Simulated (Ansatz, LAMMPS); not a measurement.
# Amorphous 57ZrO2-43SiO2 (mol %) (84 atoms): geometry optimisation

Wanted: the relaxed structure of amorphous 57ZrO2-43SiO2 (mol %) (84 atoms) and its electronic structure.

Main program and level: Ansatz 0.2.0; Kohn-Sham DFT, PBE, PAW (set soft_2), plane waves.

Report form: inputs, costs, results and the conclusion, without the logs.

## Step 1: The starting structure

The cell holds 84 atoms: 16 Zr, 12 Si and 56 O. Its edges and angles: a = 10.549 Å, b = 10.549 Å, c = 10.549 Å, α = 90.0°, β = 90.0°, γ = 90.0°. 84 atoms (16 Zr, 12 Si, 56 O) placed at random at 3.81 g/cm³, melted at 5000 K for 10 ps at fixed volume with the Morse and Coulomb pair potential with partial charges (Pedone, Malavasi, Menziani, Cormack and Segre, J. Phys. Chem. B 110, 11780 (2006)). Quenched from 5000 K to 300 K at 50 K/ps and fixed volume, held 5 ps, then minimised at fixed cell.

Limits known from the start: The quench rate of 50 K/ps is many orders above laboratory rates, so the cell is likely richer in defects and strain than a real sample. The network of bonds at the start is that of the classical potential that made the cell. Only the Γ point is sampled in the main run, in a cell whose shortest periodic width is 11 Å.

## Step 2: Making the structure

A classical potential supplies the starting structure, since it reaches far longer times than DFT.

This step: classical MD, Morse and Coulomb pair potential with partial charges (Pedone, Malavasi, Menziani, Cormack and Segre, J. Phys. Chem. B 110, 11780 (2006)) (LAMMPS 22 Jul 2025 - Update 4).

in.lmp reads:

```
# melt-quench of Zr16Si12O56
units metal
atom_style charge
boundary p p p
region box block 0 10.5486 0 10.5486 0 10.5486
create_box 3 box
mass 1 91.2240   # Zr
mass 2 28.0850   # Si
mass 3 15.9990   # O
create_atoms 1 random 16 40749 NULL overlap 1.5 maxtry 2000
create_atoms 2 random 12 40756 NULL overlap 1.5 maxtry 2000
create_atoms 3 random 56 40763 NULL overlap 1.5 maxtry 2000
pair_style hybrid/overlay pedone 5.5 coul/long 8.0
pair_coeff * * coul/long
pair_coeff 1 3 pedone 0.206237 2.479675 2.436997 1   # Zr-O
pair_coeff 2 3 pedone 0.340554 2.006700 2.100000 1   # Si-O
pair_coeff 3 3 pedone 0.042395 1.379316 3.618701 22   # O-O
set type 1 charge 2.4
set type 2 charge 2.4
set type 3 charge -1.2
kspace_style pppm 1.0e-4
neigh_modify delay 0 every 1 check yes
thermo_style custom step time temp pe press density
thermo_modify norm yes
timestep 0.002
thermo 100
min_style cg
minimize 1e-4 1e-4 200 2000
reset_timestep 0
velocity all create 5000 40750 mom yes dist gaussian
fix lim all nve/limit 0.05
fix lan all langevin 5000 5000 0.2 40751 zero yes
thermo 500
run 1000 post no
# [... 10 lines left out ...]
thermo 1250
fix md all nvt temp 300 300 0.2
run 2500 post no
unfix md
thermo 100
min_style cg
minimize 0 1e-3 2000 20000
write_dump all custom glass.dump id type xs ys zs modify sort id
```

The run is started by

```sh
$ lmp -in in.lmp -log none -nocite
```

It took 20 s on 1 thread of Intel Xeon Platinum 8559C (Emerald Rapids), shared host; peak memory 0.07 GiB.

## Step 3: Single point at the start

A single point comes first, to see the forces before anything moves.

input.yaml reads:

```yaml
crystal:
  lattice:
    - [10.5486, 0.0, 0.0]
    - [0.0, 10.5486, 0.0]
    - [0.0, 0.0, 10.5486]
  atoms:
    - { symbol: Zr, position: [0.02714, 0.79115, 0.50372] }
    - { symbol: Zr, position: [0.65149, 0.72367, 0.51256] }
    - { symbol: Zr, position: [0.29104, 0.77455, 0.76952] }
    - { symbol: Zr, position: [0.61666, 0.33787, 0.52328] }
    - { symbol: Zr, position: [0.87798, 0.18225, 0.3024] }
    - { symbol: Zr, position: [0.66135, 0.53706, 0.01925] }
    - { symbol: Zr, position: [0.80909, 0.58894, 0.71055] }
    - { symbol: Zr, position: [0.1489, 0.71034, 0.22444] }
[... 72 atom lines left out ...]
    - { symbol: O, position: [0.57143, 0.59864, 0.17734] }
    - { symbol: O, position: [0.71663, 0.92777, 0.83195] }
    - { symbol: O, position: [0.737, 0.46645, 0.84791] }
    - { symbol: O, position: [0.85395, 0.56937, 0.06881] }
kpoints:
  mp_grid: { grid: [1, 1, 1] }
hamiltonian:
  xc: pbe
scf:
  occupations: { method: fermi_dirac, width: 0.025 }
output:
  forces: true
```

The run is started by

```sh
$ ansatz run input.yaml --threads 4 --pin off --max-ram 8192MiB --backend cpu --events-out ev --progress --plain --runs-dir out
```

Wall time 6.1 s (4 threads of Intel Xeon Platinum 8559C (Emerald Rapids), shared host); peak memory 1.6 GiB; 22 s of CPU time.

Numbers from this run:

```yaml
free_energy: -106456.4847 eV
free_energy_per_atom: -1267.3391 eV/atom
scf_cycles: 10
r_m_s_force_component: 0.9169 eV/Å
longest_force: 3.337 eV/Å
fermi_energy: 7.213 eV
```

The r.m.s. force component of 0.92 eV/Å sets the starting point.

Neighbours are counted within 2.82 Å (O-Zr), 2.12 Å (O-Si).

Length of the force by element and coordination:

```csv
element,coordination,atoms,mean length of the force (eV/Å),spread,least,most
O,all,56,1.28,0.850,0.216,3.19
O,2,27,1.90,0.756,0.244,3.19
O,3,28,0.702,0.409,0.216,1.74
O,4,1,0.535,0,0.535,0.535
Si,all,12,1.39,0.567,0.665,2.22
Zr,all,16,1.64,0.799,0.180,3.34
Zr,5,3,0.929,0.553,0.180,1.50
Zr,6,12,1.90,0.695,1.08,3.34
Zr,7,1,0.563,0,0.563,0.563
```

## Step 4: Cell and atoms relaxed

The cell is relaxed with the atoms, since the starting lattice needn't suit this functional.

input.yaml: that of step 3 with these lines changed.

```diff
@@ -15 +15,5 @@
   forces: true
+relax:
+  f_tol: 0.04
+  max_steps: 250
+  cell: {}
```

Wall time 2.3 min (4 threads); peak memory 1.6 GiB; 8.5 min of CPU time.

The steps of the relaxation (22 of 23):

```csv
step,energy less that of the first step (eV),largest force component (eV/Å),pressure (GPa),volume (Å³)
1,0.0000,3.1912,-1.14,1173.77
2,-2.3918,1.9143,2.35,1142.10
3,-3.1625,1.1680,0.93,1149.43
4,-3.7085,1.0161,0.32,1148.54
5,-3.7601,0.6047,0.00,1151.40
6,-3.7406,0.8061,0.20,1151.16
7,-3.9137,0.2012,0.01,1151.33
8,-3.9368,0.0376,0.02,1151.27
9,-3.9398,0.0239,0.01,1150.87
10*,-3.8845,0.0233,-0.07,1150.87
11,-3.9074,0.0980,0.00,1146.71
13,-4.0297,0.2976,-0.01,1139.74
14,-3.3278,3.9066,0.88,1137.99
15,-4.0684,0.1060,-0.02,1139.64
16,-4.0987,0.1126,-0.02,1139.86
17,-4.0703,0.1690,0.01,1138.70
18,-4.1039,0.1232,-0.01,1139.19
19,-4.1142,0.0410,0.01,1138.64
20,-4.1141,0.0270,-0.01,1138.90
21*,-4.0816,0.0265,-0.04,1138.90
22,-4.0859,0.0148,0.00,1138.23
23*,-4.0815,0.0149,0.00,1138.23
```

Relaxation steps marked * repeat the geometry before them on a plane-wave basis chosen anew for their cell, so energy and pressure can jump there. Other such steps can lie between the rows shown. Relaxation steps 6, 14, 17 were tried and not accepted.

```csv
cell as run,before,after,change
a (Å),10.549,10.744,+1.8 %
b (Å),10.549,10.321,-2.2 %
c (Å),10.549,10.281,-2.5 %
α (°),90.00,91.67,+1.9 %
β (°),90.00,88.81,-1.3 %
γ (°),90.00,87.50,-2.8 %
volume (Å³/atom),13.97,13.55,-3.0 %
```

The atoms that moved most (Å, as changes of fractional coordinates times the final cell):

```csv
atom,dx,dy,dz,length
O29,0.292,-0.175,-0.750,0.824
O73,0.607,-0.072,-0.223,0.651
O31,0.034,-0.043,-0.567,0.569
O44,0.047,-0.483,-0.246,0.544
O67,-0.074,0.306,-0.368,0.485
O34,-0.131,-0.101,0.416,0.448
Zr15,0.286,-0.205,0.240,0.425
O62,-0.295,-0.160,0.210,0.396
```

The relaxation changed the energy by -48.6 meV/atom, and atoms moved by 0.26 Å r.m.s., 0.82 Å at most.

## Step 5: Structure statistics after relaxation

Bonds before and after, by the cutoffs listed below:

```csv
pair,bonds before,bonds after,mean before (Å),mean after (Å),spread before (Å),spread after (Å)
O-Zr,95,99,2.157,2.159,0.145,0.168
O-Si,48,48,1.633,1.649,0.059,0.032
```

Density 3.93 g/cm³, 13.55 Å³ an atom.

g(r), total and by pair (bins of 0.2 Å):

```csv
r (Å),total,O-O,O-Zr,O-Si,Zr-Zr,Zr-Si,Si-Si
1.60,2.14,0.00,0.00,11.25,0.00,0.00,0.00
1.80,0.13,0.00,0.00,0.68,0.00,0.00,0.00
2.00,1.23,0.00,4.88,0.00,0.00,0.00,0.00
2.20,1.14,0.00,4.47,0.00,0.00,0.00,0.00
2.40,0.39,0.14,1.27,0.00,0.00,0.00,0.00
2.60,1.22,2.62,0.23,0.00,0.00,0.00,0.00
2.80,1.24,2.72,0.06,0.08,0.00,0.00,0.00
3.00,0.99,1.87,0.00,0.29,0.37,0.53,2.79
3.20,0.63,0.79,0.15,0.52,1.39,0.70,2.50
3.40,0.94,0.75,0.26,1.17,3.09,3.83,0.00
3.60,1.02,0.78,0.74,1.25,1.67,3.53,0.00
3.80,0.98,0.48,1.27,1.49,2.21,1.15,0.91
4.00,1.07,0.94,1.04,1.38,2.41,0.15,1.59
4.20,1.11,0.83,1.29,1.88,0.19,0.27,1.46
4.40,1.11,0.79,1.65,1.36,0.00,1.21,0.65
4.60,1.03,0.86,1.67,0.64,0.32,0.90,1.78
4.80,0.99,1.01,1.29,0.79,0.00,0.72,0.84
5.00,0.87,1.00,0.87,0.68,0.43,0.84,1.00
```

Bonds by pair of elements; cutoffs follow the first minimum of g(r), held within bounds set by covalent radii, and pairs that aren't listed don't count as bonded:

```csv
pair A-B,cutoff (Å),bonds,mean length (Å),spread (Å),shortest (Å),B about A,A about B
O-Zr,2.98,99,2.16,0.168,1.93,1.77,6.19
O-Si,2.12,48,1.65,0.032,1.60,0.857,4
```

How many atoms have how many bonded neighbours:

```csv
element,mean,2,3,4,6,7,8
O,2.62,23,31,2,0,0,0
Si,4,0,0,12,0,0,0
Zr,6.19,0,0,0,14,1,1
```

Bond angles, per cent of each kind in bins of 5°:

```csv
angle (°),O-Zr-O,O-Si-O,Zr-O-Zr,Si-O-Zr
55–60,0.4,0.0,0.0,0.0
60–65,0.8,0.0,0.0,0.0
65–70,3.5,0.0,0.0,0.0
70–75,12.4,0.0,0.0,0.0
75–80,10.4,0.0,1.5,0.0
80–85,6.2,0.0,1.5,0.0
85–90,10.8,0.0,3.0,1.8
90–95,7.7,1.4,9.1,1.8
95–100,8.5,5.6,21.2,3.7
100–105,4.2,13.9,13.6,0.0
105–110,3.5,31.9,13.6,3.7
110–115,4.2,36.1,1.5,3.7
115–120,2.7,5.6,3.0,9.3
120–125,1.9,2.8,3.0,13.0
125–130,0.8,2.8,4.5,5.6
130–135,0.8,0.0,3.0,13.0
135–140,2.7,0.0,4.5,9.3
140–145,3.9,0.0,6.1,13.0
145–150,3.9,0.0,4.5,7.4
150–155,2.7,0.0,3.0,7.4
155–160,3.1,0.0,1.5,1.8
160–165,1.5,0.0,0.0,5.6
165–170,1.9,0.0,1.5,0.0
170–175,1.5,0.0,0.0,0.0
```

Bond angles (no mean is given where the spread exceeds 20°):

```csv
angle,count,mean (°),spread (°)
O-Zr-O,259,-,-
O-Si-O,72,109,6.5
Zr-O-Zr,66,-,-
Si-O-Zr,54,132,17.6
Si-O-Si,8,140,14
```

Oxygen atoms by the number of network formers (Si, P, Ge, B, Al, As, Ga) bound to them:

```csv
network formers bound to O,O atoms,per cent
0,16,28.6
1,32,57.1
2,8,14.3
```

Network units: each former by its oxygen neighbours and how many of them bridge to another former:

```csv
former,O neighbours,bridging O,atoms
Si,4,0,1
Si,4,1,7
Si,4,2,3
Si,4,3,1
```

Bond length by coordination (bonds to H left out):

```csv
element,coordination,atoms,mean bond length (Å)
O,2,23,1.78
O,3,31,2.08
O,4,2,2.23
Zr,6,14,2.15
Zr,7,1,2.21
Zr,8,1,2.27
```

By these cutoffs 55 % of O atoms have 3, all Si atoms have 4 and 88 % of Zr atoms have 6 bonded neighbours. 14 % of the oxygens bridge two formers and 57 % are non-bridging; 29 % join none. The commonest Si unit has 4 oxygens, 1 of them shared with other formers (7 of 12 atoms).

## Step 6: Single point at the relaxed geometry

One more single point at the end of the walk gives the fuller output and checks the residual forces.

input.yaml reads:

```yaml
crystal:
  lattice:
    - [10.74048, 0.23071, 0.11114]
    - [0.23071, 10.31771, -0.15164]
    - [0.11114, -0.15164, 10.27963]
  atoms:
    - { symbol: Zr, position: [0.01482, 0.80489, 0.53041] }
    - { symbol: Zr, position: [0.66468, 0.7257, 0.50797] }
    - { symbol: Zr, position: [0.30133, 0.76273, 0.76418] }
    - { symbol: Zr, position: [0.62775, 0.35601, 0.51617] }
    - { symbol: Zr, position: [0.87204, 0.20499, 0.31938] }
    - { symbol: Zr, position: [0.65242, 0.54374, 0.01578] }
    - { symbol: Zr, position: [0.8246, 0.57733, 0.71888] }
    - { symbol: Zr, position: [0.13718, 0.72533, 0.23489] }
[... 72 atom lines left out ...]
    - { symbol: O, position: [0.56339, 0.58804, 0.1799] }
    - { symbol: O, position: [0.72197, 0.92532, 0.83122] }
    - { symbol: O, position: [0.73819, 0.45762, 0.84473] }
    - { symbol: O, position: [0.85332, 0.58335, 0.07824] }
kpoints:
  mp_grid: { grid: [1, 1, 1] }
hamiltonian:
  xc: pbe
scf:
  occupations: { method: fermi_dirac, width: 0.025 }
output:
  forces: true
  stress: true
  populations: true
  dos:
    method: { smearing: { sigma: 0.08 } }
    de: 0.05
    projected: { site_lists: { O: [O], Si: [Si], Zr: [Zr] } }
  eigenvalues: true
  write_density: true
  write_potential: true
  volumetric_format: npy
```

It took 11 s on 4 threads; peak memory 1.6 GiB; 39 s of CPU time.

Read from the output:

- free energy: -106460.5662 eV
- free energy per atom: -1267.3877 eV/atom
- SCF cycles: 10
- pressure: -0.005416 GPa
- r.m.s. force component: 0.00455 eV/Å
- longest force: 0.01979 eV/Å
- Fermi energy: 7.723 eV
- gap (highest filled to lowest empty level): 3.576 eV
- spilling of the projection: 0.0075

Löwdin charges by element and coordination (they lack the spilled electrons, 0.051 e an atom on average):

```csv
element,coordination,atoms,mean charge (e),spread,least,most
O,all,56,-0.718,0.0494,-0.797,-0.594
O,2,23,-0.726,0.0418,-0.797,-0.619
O,3,31,-0.713,0.0548,-0.793,-0.594
O,4,2,-0.712,0.0232,-0.735,-0.689
Si,all,12,1.69,0.021,1.66,1.74
Zr,all,16,1.52,0.0219,1.47,1.56
Zr,6,14,1.52,0.0218,1.47,1.56
Zr,7,1,1.52,0,1.52,1.52
Zr,8,1,1.49,0,1.49,1.49
```

Density of states as counts of states in windows of 1 eV (from the Fermi level), total and the larger projections:

```csv
from (eV),to (eV),total,O p,Zr d
-10,-9,8.1,5.3,0.2
-9,-8,7.9,5.3,0.4
-8,-7,14.9,10.5,1.2
-7,-6,44.2,32.1,5.3
-6,-5,55.1,42.3,8.2
-5,-4,63.1,52.6,6.7
-4,-3,74.4,66.4,4.7
-3,-2,61.3,57.4,2.2
-2,-1,5.0,4.7,0.1
-1,1,0.0,0.0,0.0
1,2,3.2,0.4,2.4
2,3,39.0,4.4,31.0
3,4,46.4,6.5,34.6
4,5,31.6,5.0,18.9
```

Between -26 and -10 eV lie 114 more states.

The levels nearest the highest filled one (over half full), pooled over k-points and spins:

```csv
level less the highest filled one (eV),occupation
-0.436,2
-0.385,2
-0.310,2
-0.226,2
-0.0527,2
0,2
3.58,0
3.78,0
3.90,0
3.95,0
4.02,0
4.07,0
```

Electrostatic potential energy in the ab plane at fractional z = 0.216, with atoms of Zr and Si and O within 0.2 Å of it. With pseudopotentials it is smooth inside the atoms' cores, unlike the true potential.

Ten even steps from '_' (-46 eV) to '@' (13 eV), each cell a mean:
```
@@@@@@%%++--**@@@@@@@@##--____..**%%@@@@@@@@@@@@%%%%@@@@@@@@
@@@@@@##::__::%%@@@@@@%%**==--==##%%@@@@@@@@@@%%****##%%@@@@
@@@@@@%%==::==%%@@@@@@@@%%%%**::::**@@@@@@@@%%**--::==##@@@@
@@@@%%%%####%%@@@@@@@@@@@@@@++____==@@@@@@@@%%**--::==##@@@@
@@%%**====++##%%@@@@@@@@@@%%##----**@@@@@@@@@@%%****##%%@@@@
%%##--______==%%@@@@%%@@%%**====**%%@@@@@@@@@@@@%%%%%%@@@@@@
%%##::______--####==--++**--____==%%@@@@@@@@@@@@@@@@@@@@@@@@
@@##==..__..++####--::==##--....==%%@@@@@@@@@@@@@@@@@@@@@@@@
@@%%##**++**##%%@@##**##%%##++++==++%%@@@@@@@@@@@@@@@@@@@@@@
%%++==**%%%%@@@@@@@@@@@@@@@@%%**--::**@@@@@@@@@@@@@@@@@@@@@@
##::::++@@@@@@@@@@@@@@@@@@@@@@%%++++##@@@@@@@@@@@@@@@@@@@@@@
%%++++##@@@@@@@@@@@@@@@@@@@@@@@@@@@@@@@@@@@@@@@@@@@@@@%%%%%%
%%@@@@@@@@@@@@@@%%%%%%@@@@@@@@@@@@@@@@@@@@@@@@@@@@@@@@%%%%%%
%%@@@@@@@@@@@@##++==++##@@@@@@@@@@@@@@@@@@@@@@@@@@@@##**##%%
@@@@@@@@@@@@%%++..__..++**====##@@@@@@@@@@@@@@@@@@**::..==%%
@@@@@@@@@@@@%%++______====..__--##**##%%@@@@@@@@@@**::..==@@
@@@@@@@@@@@@%%##==::--****--::====....++%%@@@@@@@@%%****%%@@
@@@@@@@@@@@@**----**%%%%@@%%%%**::____::##%%@@@@%%%%%%%%@@@@
@@@@@@@@@@@@==....++@@@@@@@@@@##==....==##%%@@%%%%######%%@@
**##@@@@@@@@**====##@@@@@@@@@@%%##++**##%%@@@@%%%%######%%%%
..::**@@@@%%%%%%@@@@@@@@@@@@@@##--::++%%@@@@@@@@%%%%%%%%%%==
....**%%%%%%%%@@@@@@@@@@%%%%%%**::..==@@@@@@@@@@@@@@@@@@%%==
****%%@@%%%%%%@@@@@@@@%%**----++====##@@@@@@@@@@@@@@@@@@@@%%
@@@@@@@@@@%%@@@@@@@@@@##--____..**%%@@@@@@@@@@@@@@@@@@@@@@@@
```
Columns run along a (10.7 Å; values clipped at the 3rd and 97th percentile), rows up along b (10.3 Å). Atoms in or near the plane, at fractional coordinates: Zr at (0.14, 0.73), Si at (0.46, 0.99), Si at (0.31, 0.36), O at (0.90, 0.36), O at (0.17, 0.92), O at (0.46, 0.34), O at (0.53, 0.85), O at (0.25, 0.22), O at (0.02, 0.11).

Valence density in the ab plane at fractional z = 0.216, with atoms of Zr and Si and O within 0.2 Å of it. It is the smooth field of the valence electrons, not physical close to the nuclei.

Values in e/Å³, 13 rows by 16 columns, each cell a mean:
```
0.1 0.5 3.6 2.8 0.2 0.1 0.2 0.3 0.5 0.2 0.0 0.0 0.2 0.3 0.1 0.1
0.1 0.3 2.5 2.1 0.2 0.0 0.1 1.1 4.6 1.7 0.1 0.1 0.3 0.4 0.3 0.1
0.2 0.9 1.7 0.5 0.2 0.2 0.2 0.8 3.1 1.2 0.1 0.1 0.2 0.3 0.2 0.2
0.2 2.5 3.9 1.6 1.0 2.9 1.0 0.3 0.4 0.2 0.1 0.0 0.1 0.1 0.1 0.1
0.4 1.0 1.4 0.4 0.7 2.2 0.8 0.4 1.4 1.4 0.2 0.0 0.0 0.0 0.0 0.1
2.2 3.5 0.5 0.1 0.1 0.1 0.1 0.2 1.8 2.6 0.4 0.0 0.0 0.0 0.1 0.2
0.8 1.1 0.2 0.1 0.2 0.1 0.1 0.1 0.2 0.2 0.1 0.0 0.0 0.1 0.2 0.3
0.1 0.1 0.0 0.2 0.4 0.3 0.6 1.3 0.4 0.1 0.0 0.0 0.1 0.9 3.0 1.0
0.1 0.0 0.0 0.2 0.4 0.3 1.8 5.7 1.8 0.3 0.2 0.1 0.1 1.3 4.6 1.4
0.1 0.0 0.1 1.8 3.2 0.6 0.3 0.9 0.6 0.2 0.4 0.2 0.1 0.2 0.5 0.2
1.5 0.4 0.2 2.0 3.4 0.5 0.1 0.1 0.7 1.0 0.3 0.1 0.1 0.2 0.3 0.7
5.6 1.4 0.2 0.2 0.2 0.1 0.1 0.3 2.7 4.5 0.6 0.1 0.1 0.1 0.2 1.8
0.8 0.4 0.3 0.2 0.1 0.1 0.3 0.2 0.9 1.0 0.2 0.1 0.2 0.3 0.1 0.3
```
Columns run along a (10.7 Å), rows up along b (10.3 Å). Atoms in or near the plane, at fractional coordinates: Zr at (0.14, 0.73), Si at (0.46, 0.99), Si at (0.31, 0.36), O at (0.90, 0.36), O at (0.17, 0.92), O at (0.46, 0.34), O at (0.53, 0.85), O at (0.25, 0.22), O at (0.02, 0.11).

Mean Löwdin charges: O -0.72, Si +1.69, Zr +1.52 e (they miss 0.75 % of the electrons, so they add up to more than the cell's charge). The largest share in the top eV of filled states is O p (95 % of the projected weight), and in the lowest eV of empty states Zr d (82 % of the projected weight).

The surroundings of Zr10, picked at random, nearest first, numbered as they follow in the input and with coordinates relative to it.

```csv
atom,x,y,z,distance (Å),bonds,Löwdin charge (e)
Zr10,0.00,0.00,0.00,0.00,6,1.47
O39,1.47,1.27,-0.08,1.95,2,-0.64
O43,0.05,-0.48,1.90,1.96,2,-0.70
O68,-0.99,1.14,-1.51,2.14,4,-0.69
O67,-1.73,-1.20,-0.43,2.15,4,-0.74
O41,1.05,-1.74,-0.77,2.17,3,-0.75
O79,-2.06,1.06,0.77,2.44,3,-0.59
O59,-0.46,-1.09,-3.06,3.28,3,-0.76
Zr3,-0.81,-2.89,-1.47,3.35,6,1.51
Si21,1.04,-0.56,3.17,3.38,4,1.74
Zr9,-3.05,-0.63,1.41,3.42,6,1.52
Zr15,-2.37,-0.21,-2.51,3.46,8,1.49
Zr11,-2.46,2.52,-0.45,3.55,6,1.52
Si27,2.63,-2.30,-0.71,3.56,4,1.69
```

(Continued in part 2 of 2.)

[Long decimals in the printed logs are rounded to 6 places.]

[Logs are printed without paths, hosts, clocks, repeated set-up lines and the standing remarks that a program may print on its own settings, such as how far it seeks lower states.]

[Hosts, paths, dates, database ids (printed as entryN), source tags and the programs' standing remarks are cut or masked in the printed files.]

[A walk said to have stopped at its limit may instead have ended on an SCF cycle that didn't converge.]
